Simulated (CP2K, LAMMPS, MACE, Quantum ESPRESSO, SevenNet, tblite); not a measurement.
# Bulk modulus two ways: glassy 81SiO2-7Na2O-7CaO-4ZnO (mol %) (78 atoms), SevenNet 0

The cell holds 78 atoms (22 Si, 4 Na, 2 Ca, 1 Zn and 49 O). Recipe: 78 atoms (22 Si, 4 Na, 2 Ca, 1 Zn, 49 O) placed at random at 2.4 g/cm³, melted at 4000 K for 10 ps at fixed volume with the Morse and Coulomb pair potential with partial charges (Pedone, Malavasi, Menziani, Cormack and Segre, J. Phys. Chem. B 110, 11780 (2006)). Quenched from 4000 K to 300 K at 1000 K/ps and fixed volume, held 10 ps at zero pressure. Then the atoms were relaxed with SevenNet 0 in the fixed cell.

Calculated with SevenNet 0: SevenNet 0, trained on PBE(+U) plane-wave data, no dispersion term. The cell is scaled evenly by ±3 % in volume, and SevenNet 0 relaxes the atoms at each volume before the single point.

| volume (Å³/atom) | energy less the middle row's (meV/atom) | pressure (GPa) |
| --- | --- | --- |
| 13.377 | 4.345 | 2.531 |
| 13.790 | 0.000 | 0.884 |
| 14.204 | -0.549 | -0.520 |

**Question.** Find the bulk modulus at the middle volume from the pressures and from the energies, and check the printed pressure against the slope of the energy (1 meV/Å³ = 0.16022 GPa).

**Working.**

The step is h = 0.4137 Å³. From pressures: B = −V dP/dV = 13.790 × (2.531 − (-0.520)) / (2 × 0.4137) = 50.9 GPa.

From energies: B = V d²E/dV² = 13.790 × (4.345 + (-0.549)) / 0.4137² = 305.9 meV/Å³ = 49.0 GPa.

Slope: P = −dE/dV = −(-0.549 − (4.345)) / (2 × 0.4137) = 5.91 meV/Å³ = 0.95 GPa, against 0.88 GPa printed.

The two moduli agree within 4 %.

A central difference over ±3 % overstates P by about B(1 + B′)(0.03)²/6, some 0.04 GPa for B′ = 4.

Limits: three points, a static cell at zero temperature, the cell shape held; the modulus is that at 0.9 GPa, not at zero pressure.

[Hosts, paths, dates, database ids (printed as entryN), source tags and the programs' standing remarks are cut or masked in the printed files.]
